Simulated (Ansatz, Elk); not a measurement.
# Sr2CrS4: X-ray structure factors from the self-consistent density

The structure of Sr2CrS4 used here is made up (a known structure type with other elements) and was relaxed beforehand with PBEsol. The aim is the Fourier transform of its all-electron density, F(hkl), set beside the sum over free spherical atoms that refinements use.

Calculated with Elk 11.2.3 (patched build); DFT, PBE, all-electron APW+lo, Dirac cores, scalar-relativistic bands, static density, ferromagnetic start.

The structure was built from a prototype and need not be the compound's stable phase.

**1. Set-up**

It takes space group I4/mmm (No. 139, tetragonal). Conventional cell: a = 4.478 Å, b = 4.478 Å, c = 15.058 Å, α = 90.00°, β = 90.00°, γ = 90.00°. Nearest to Sr lie 9 S at 2.90 to 3.18 Å. Cr has 6 S at 2.24 to 2.45 Å nearest. S has 1 Cr at 2.45 Å and 5 Sr at 2.90 to 3.18 Å nearest. Nearest to S lie 2 Cr at 2.24 Å and 4 Sr at 3.12 Å. Farther neighbours and most contacts between anions are not listed.

**2. Ground state and structure factors**

An all-electron density is needed, since X-rays see the cores too. Task 0 finds the density and task 195 Fourier-transforms it; tshift is off so that phases refer to the origin typed.

elk.in reads:

```
tasks
  0
  195
  196

xctype
  20

spinpol
  .true.

rgkmax
  7.0

gmaxvr
  14.0

lmaxo
  7

lmaxapw
  8

swidth
  0.002

tshift
  .false.

ramdisk
  .false.

hmaxvr
  5.5

maxscl
  120

epspot
  1e-06

reducebf
  0.8

sppath
  './'

avec
  -4.23126343786 4.23126343786 14.22750818046
  4.23126343786 -4.23126343786 14.22750818046
  4.23126343786 4.23126343786 -14.22750818046

atoms
  3
  'Sr.in'
  2
  0.3553173454 0.3553173454 0.0000000000   0.000000 0.000000 0.000000
  0.6446826546 0.6446826546 0.0000000000   0.000000 0.000000 0.000000
  'Cr.in'
  1
  0.0000000000 0.0000000000 -0.0000000000   0.000000 0.000000 -0.095000
  'S.in'
  4
  0.1624538490 0.1624538490 -0.0000000000   0.000000 0.000000 0.000000
  0.8375461510 0.8375461510 -0.0000000000   0.000000 0.000000 0.000000
  0.0000000000 0.5000000000 0.5000000000   0.000000 0.000000 0.000000
  0.5000000000 0.0000000000 0.5000000000   0.000000 0.000000 0.000000

ngridk
  6 6 6
```

The run is started by

```sh
OMP_NUM_THREADS=4 elk
```

Numbers of over 12 decimals in the logs are rounded to 6 here.

What it wrote:

```text
┌─────────────────────────┐
│ Elk code version 11.2.3 │
└─────────────────────────┘

All units are atomic (Hartree, Bohr, etc.)

┌─────────────────────────────────────────────────┐
│ Ground-state run starting from atomic densities │
└─────────────────────────────────────────────────┘

Lattice vectors :
  -4.231263438       4.231263438       14.22750818
   4.231263438      -4.231263438       14.22750818
   4.231263438       4.231263438      -14.22750818

Reciprocal lattice vectors :
  0.2155831996E-16  0.7424715336      0.2208111648
  0.7424715336      0.2155831996E-16  0.2208111648
  0.7424715336      0.7424715336      0.1024604489E-16

Unit cell volume      :    1018.893909
Brillouin zone volume :   0.2434504823

Muffin-tin inner radius fraction :   0.1000000000E-01

Nuclei treated as point charges

Species : 1 (Sr)
 parameters loaded from : Sr.in
 name : strontium
 nuclear charge    :   -38.00000000
 electronic charge :    38.00000000
 atomic mass :    159721.4892
 muffin-tin radius :    2.600000000
 number of radial points in muffin-tin :   1193
 inner part over the whole radius :   0.9909106339E-02
 number on inner part of muffin-tin    :    847
 approximate nuclear radius :   0.8067967193E-04
 number of mesh points to nuclear radius :    415
 atomic positions (lattice), magnetic fields (Cartesian) :
  1 :   0.35531735  0.35531735  0.00000000    0.00000000  0.00000000  0.00000000
  2 :  -0.35531735 -0.35531735  0.00000000    0.00000000  0.00000000  0.00000000

Species : 2 (Cr)
 parameters loaded from : Cr.in
 name : chromium
 nuclear charge    :   -24.00000000
 electronic charge :    24.00000000
 atomic mass :    94783.09202
 muffin-tin radius :    2.181528750
 number of radial points in muffin-tin :    993
 inner part over the whole radius :   0.9983489854E-02
 number on inner part of muffin-tin    :    698
 approximate nuclear radius :   0.6987106690E-04
 number of mesh points to nuclear radius :    330
 atomic positions (lattice), magnetic fields (Cartesian) :
  1 :   0.00000000  0.00000000  0.00000000    0.00000000  0.00000000 -0.09500000

Species : 3 (S)
 parameters loaded from : S.in
 name : sulphur
 nuclear charge    :   -16.00000000
 electronic charge :    16.00000000
 atomic mass :    58450.91931
 muffin-tin radius :    1.999734688
 number of radial points in muffin-tin :    793
 inner part over the whole radius :   0.9986038118E-02
 number on inner part of muffin-tin    :    553
 approximate nuclear radius :   0.6195814986E-04
 number of mesh points to nuclear radius :    252
 atomic positions (lattice), magnetic fields (Cartesian) :
  1 :   0.16245385  0.16245385  0.00000000    0.00000000  0.00000000  0.00000000
  2 :  -0.16245385 -0.16245385  0.00000000    0.00000000  0.00000000  0.00000000
  3 :   0.00000000  0.50000000  0.50000000    0.00000000  0.00000000  0.00000000
  4 :   0.50000000  0.00000000  0.50000000    0.00000000  0.00000000  0.00000000

Total number of atoms per unit cell :    7
Total muffin-tin volume :    324.7205027
 ratio of muffin-tin to unit cell volume :   0.3186990322

Spin treatment :
 spin-polarised
 global magnetic field (Cartesian) :    0.000000000       0.000000000       0.000000000
 collinear magnetisation in z-direction

Number of Bravais lattice symmetries :   16
Number of crystal symmetries         :   16
Crystal has inversion symmetry
Real symmetric eigensolver will be used

k-point grid :      6     6     6
k-point offset :    0.000000000       0.000000000       0.000000000
k-point set is reduced with full crystal symmetry group
Total number of k-points :       30

Muffin-tin radius times maximum |G+k| :    7.000000000
 using average radius
Maximum |G+k| for APW functions       :    3.185858947
Maximum (1/2)|G+k|²                   :    5.074848616
Maximum |G| for potential and density :    14.00000000
Constant for pseudocharge density :    9
 order of it for each species :   16  16  16
 order of it for pair densities of each species (exact exchange by exxq0 0: 17) :   14   9   7
[...]
[... loops 3 to 20 left out ...]

┌──────────────────┐
│ Loop number : 21 │
└──────────────────┘

Energies :
 Fermi                       :     0.209210
 sum of occupied eigenvalues :     -5246.3511515431
 electron kinetic            :      9217.6724700880
 core electron kinetic       :      8969.8891225719
 Coulomb                     :     -17863.292197793
 Coulomb potential           :     -13993.679600456
 nuclear-nuclear             :     -1105.7885988434
 electron-nuclear            :     -19541.985734582
 Hartree                     :      2784.4821356325
 Madelung                    :     -10866.452397565
 xc potential                :     -470.25322655237
 xc effective B-field        :    -0.90784721349775E-01
 external B-field            :      0.000000
 exchange                    :     -354.66980778316
 correlation                 :     -7.414729
 electron entropic           :    -0.14385248946689E-02
 total energy                :     -9007.7057028524
 (external B-field energy excluded from total)

Density of states at Fermi energy :    114.3983745
 (states/Hartree/unit cell)

Estimated indirect band gap :   0.2541553918E-03
 from k-point 22 to k-point 6
Estimated direct band gap   :   0.1516132118E-02
 at k-point 22

Charges :
 core                        :    106.0000000
 valence                     :    58.00000000
 interstitial                :    14.02229870
 muffin-tins (core leakage)
  species : 1 (Sr)
[...]
species : 2 (Cr)
[...]
species : 3 (S)
[...]
total in muffin-tins        :    149.9777013
 total calculated charge     :    163.9980509
 total charge                :    164.0000000
 error                       :   0.1949129375E-02

Moments :
 interstitial                :   0.1727599066
 muffin-tins
  species : 1 (Sr)
[...]
species : 2 (Cr)
[...]
species : 3 (S)
[...]
total in muffin-tins        :    1.832631207
 total moment                :    2.005391113

RMS change in Kohn-Sham potential (target) :   0.7550686422E-06 (  0.1000000000E-05)
Absolute change in total energy (target)   :   0.4395678843E-06 (  0.1000000000E-03)

Convergence targets achieved

┌──────────────────┐
│ Loop number : 22 │
└──────────────────┘

Energies :
 Fermi                       :     0.209211
 sum of occupied eigenvalues :     -5246.3511573560
 electron kinetic            :      9217.6724767465
 core electron kinetic       :      8969.8891355451
 Coulomb                     :     -17863.292183955
 Coulomb potential           :     -13993.679624737
 nuclear-nuclear             :     -1105.7885988434
 electron-nuclear            :     -19541.985682159
 Hartree                     :      2784.4820970480
 Madelung                    :     -10866.452371586
 xc potential                :     -470.25322431473
 xc effective B-field        :    -0.90781234999836E-01
 external B-field            :      0.000000
 exchange                    :     -354.66980384816
 correlation                 :     -7.414729
 electron entropic           :    -0.14385121166121E-02
 total energy                :     -9007.7056786560
 (external B-field energy excluded from total)

Density of states at Fermi energy :    114.3986861
 (states/Hartree/unit cell)

Estimated indirect band gap :   0.2542323907E-03
 from k-point 22 to k-point 6
Estimated direct band gap   :   0.1515946087E-02
 at k-point 22

Charges :
 core                        :    106.0000000
 valence                     :    58.00000000
 interstitial                :    14.02230063
 muffin-tins (core leakage)
  species : 1 (Sr)
[...]
species : 2 (Cr)
[...]
species : 3 (S)
[...]
atom 2                    :    13.90344706     (  0.2664576207E-03)
   atom 3                    :    13.98500455     (  0.2697101329E-03)
   atom 4                    :    13.98500455     (  0.2697101329E-03)
 total in muffin-tins        :    149.9776994
 total calculated charge     :    163.9980509
 total charge                :    164.0000000
 error                       :   0.1949126548E-02

Moments :
 interstitial                :   0.1727665808
 muffin-tins
  species : 1 (Sr)
[...]
species : 2 (Cr)
[...]
species : 3 (S)
[...]
atom 2                    :  -0.8929211405E-02
   atom 3                    :  -0.6573591399E-01
   atom 4                    :  -0.6573591399E-01
 total in muffin-tins        :    1.832621851
 total moment                :    2.005388432

┌──────────────────────────────┐
│ Self-consistent loop stopped │
└──────────────────────────────┘

Warning : core states of species 3 leak from the muffin-tin :   0.2697101329E-03

Wrote STATE.OUT
```

It took 9.3 min on 4 threads of Arm Neoverse V1, shared host; peak memory 0.6 GiB.

SFACRHO.OUT:

```text

h k l indices transformed by vhmat matrix:
   1.000000000       0.000000000       0.000000000    
   0.000000000       1.000000000       0.000000000    
   0.000000000       0.000000000       1.000000000    

      h      k      l  multipl.   |H|            Re(F)            Im(F)           |F|

      0      0      0      1   0.0000000       164.00000     -0.20846686E-15   164.00000    
      1      1     -1      2  0.44162233       21.684849      0.88937577E-14   21.684849    
     -1      0      0      8  0.77461058      -5.9751912     -0.41115601E-14   5.9751912    
      2      2     -2      2  0.88324466      -26.876059      0.56696176E-13   26.876059    
      1      2     -1      8  0.99502870       53.210955     -0.44878004E-13   53.210955    
      0      0      1      4   1.0500133       83.270002      0.26370332E-14   83.270002    
      1      1     -2      8   1.1391041      -31.533153      0.11584942E-13   31.533153    
     -3     -3      3      2   1.3248670       103.27551      0.79694740E-13   103.27551    
     -3     -2      2      8   1.3304898       36.502774      0.92774514E-14   36.502774    
      2      2     -3      8   1.3720966      -69.683559      0.46966642E-13   69.683559    
      1     -1     -1      4   1.4849431       117.23823      0.11348767E-14   117.23823    
      0     -2      0      8   1.5492212       14.159395     -0.63797934E-14   14.159395    
     -1      0     -1     16   1.6748365      -7.6689706     -0.49394239E-14   7.6689706    
     -3     -3      2      8   1.6905030       53.255956      0.73396095E-13   53.255956    
     -3     -4      4      8   1.7147551      -26.197576     -0.44691798E-13   26.197576    
     -1     -3      3      8   1.7277665      -24.336947     -0.49255375E-13   24.336947    
      4      4     -4      2   1.7664893       58.999202     -0.51124956E-13   58.999202    
      0     -3      1     16   1.7874949       46.364010      0.45775621E-13   46.364010
```

Elk indexes on the primitive cell of elk.in and gives |H| = 4π sin θ/λ in inverse bohr. Below, one row stands for each form hkl of the conventional cell (m members, Friedel mates merged), F is for one primitive cell and the density is static (no thermal factor). Free-atom factors are Waasmaier and Kirfel's, and R is Σm||F|−|F'||/Σm|F|.

| hkl | m | sin θ/λ (Å⁻¹) | abs F, DFT | neutral atoms | diff. |
| --- | --- | --- | --- | --- | --- |
| 002 | 2 | 0.066 | 21.685 | 21.744 | -0.059 |
| 101 | 8 | 0.117 | 5.975 | 5.889 | +0.086 |
| 004 | 2 | 0.133 | 26.876 | 26.521 | +0.355 |
| 103 | 8 | 0.150 | 53.211 | 53.834 | -0.623 |
| 110 | 4 | 0.158 | 83.270 | 83.375 | -0.105 |
| 112 | 8 | 0.171 | 31.533 | 30.692 | +0.841 |
| 006 | 2 | 0.199 | 103.275 | 103.123 | +0.152 |
| 105 | 8 | 0.200 | 36.503 | 36.709 | -0.206 |
| 114 | 8 | 0.206 | 69.684 | 69.053 | +0.631 |
| 200 | 4 | 0.223 | 117.238 | 117.545 | -0.307 |
| 202 | 8 | 0.233 | 14.159 | 14.386 | -0.227 |
| 211 | 16 | 0.252 | 7.669 | 7.324 | +0.345 |
| 116 | 8 | 0.254 | 53.256 | 53.612 | -0.356 |
| 107 | 8 | 0.258 | 26.198 | 25.900 | +0.298 |

**3. The magnetisation density**

The same run holds the spin density, and task 196 transforms it. The order is that of the start, and no other was tried.

SFACMAG_1.OUT:

```text

h k l indices transformed by vhmat matrix:
   1.000000000       0.000000000       0.000000000    
   0.000000000       1.000000000       0.000000000    
   0.000000000       0.000000000       1.000000000    

      h      k      l  multipl.   |H|            Re(F)            Im(F)           |F|

      0      0      0      1   0.0000000       2.0053885     -0.17436636E-17   2.0053885    
      1      1     -1      2  0.44162233       1.8399361      0.42343992E-16   1.8399361    
     -1      0      0      8  0.77461058       1.7580294      0.87632047E-17   1.7580294    
      2      2     -2      2  0.88324466       1.6037487      0.12701350E-17   1.6037487    
      1      2     -1      8  0.99502870       1.6019483     -0.31986351E-16   1.6019483    
      0      0      1      4   1.0500133       1.6325097     -0.11430647E-16   1.6325097    
      1      1     -2      8   1.1391041       1.6146907      0.23701702E-16   1.6146907    
     -3     -3      3      2   1.3248670       1.3218441      0.99300238E-16   1.3218441    
     -3     -2      2      8   1.3304898       1.3273573     -0.34539412E-17   1.3273573    
      2      2     -3      8   1.3720966       1.3672515      0.11432366E-16   1.3672515    
      1     -1     -1      4   1.4849431       1.0357407     -0.12723724E-17   1.0357407    
      0     -2      0      8   1.5492212       1.0614616      0.52360196E-17   1.0614616    
     -1      0     -1     16   1.6748365      0.99085147     -0.79185814E-17  0.99085147    
     -3     -3      2      8   1.6905030       1.0548018      0.39652190E-16   1.0548018    
     -3     -4      4      8   1.7147551      0.94022399      0.43064412E-17  0.94022399    
     -1     -3      3      8   1.7277665      0.93471921     -0.17484661E-17  0.93471921
```

The total moment is 2.01 μB a cell; sphere moments: Sr1 0.00, Sr2 0.00, Cr3 +1.98, S4 -0.01, S5 -0.01, S6 -0.07, S7 -0.07 μB. Polarised neutrons measure spin and orbital magnetisation together; without spin-orbit coupling the run gives the spin part:

| hkl | sin θ/λ (Å⁻¹) | abs F_M (μB) |
| --- | --- | --- |
| 002 | 0.066 | 1.840 |
| 101 | 0.117 | 1.758 |
| 004 | 0.133 | 1.604 |
| 103 | 0.150 | 1.602 |
| 110 | 0.158 | 1.633 |
| 112 | 0.171 | 1.615 |
| 006 | 0.199 | 1.322 |
| 105 | 0.200 | 1.327 |
| 114 | 0.206 | 1.367 |
| 200 | 0.223 | 1.036 |
| 202 | 0.233 | 1.062 |
| 211 | 0.252 | 0.991 |
| 116 | 0.254 | 1.055 |
| 107 | 0.258 | 0.940 |

**4. The highest occupied states alone**

An energy window below the Fermi level keeps the highest occupied states, to see at which angles they scatter; shallow core shells can lie inside it and anion s states outside. No new self-consistency is needed.

Edit elk.in of step 2 so:

```diff
@@ -1,5 +1,3 @@
 tasks
-  0
   195
-  196
 
@@ -44,2 +42,5 @@
 
+wsfac
+  -0.231780 0.509210
+
 sppath
```

The run is started by

```sh
OMP_NUM_THREADS=4 elk
```

What it wrote:

```text
┌─────────────────────────────────┐
│ Elk code version 11.2.3 started │
└─────────────────────────────────┘

Info(readinput): the functional depends on the density's gradient
 muffin-tin radial points multiplied by    2.00000
 (not where nrmtscf is given)

┌────────────────────┐
│ Current task : 195 │
└────────────────────┘
Info(checkmt): changed muffin-tin radius of species 2 (Cr) from   2.4000 to   2.1815
Info(checkmt): changed muffin-tin radius of species 3 (S) from   2.2000 to   1.9997

Info(sfacrho): density structure factors written to SFACRHO.OUT

 Energy window :  -0.2317800000      0.5092100000

┌──────────────────┐
│ Elk code stopped │
└──────────────────┘
```

It took 26 s on 4 threads; peak memory 0.38 GiB.

States within 12 eV below the Fermi level hold 30.17 electrons; any levels below the window count with the cores, and a count that is not whole means the window cuts a band. Their amplitudes can exceed the total, where window and core parts have opposite phase:

| hkl | sin θ/λ (Å⁻¹) | abs F, window | abs F, all |
| --- | --- | --- | --- |
| 002 | 0.066 | 7.054 | 21.685 |
| 101 | 0.117 | 7.675 | 5.975 |
| 004 | 0.133 | 3.820 | 26.876 |
| 103 | 0.150 | 3.034 | 53.211 |
| 110 | 0.158 | 4.827 | 83.270 |
| 112 | 0.171 | 2.999 | 31.533 |
| 006 | 0.199 | 8.191 | 103.275 |
| 105 | 0.200 | 3.598 | 36.503 |
| 114 | 0.206 | 1.970 | 69.684 |
| 200 | 0.223 | 6.044 | 117.238 |

(Continued in part 2 of 2.)

[Logs are printed without paths, hosts, clocks, repeated set-up lines and the standing remarks that a program may print on its own settings, such as how far it seeks lower states.]

[Hosts, paths, dates, database ids (printed as entryN), source tags and the programs' standing remarks are cut or masked in the printed files.]
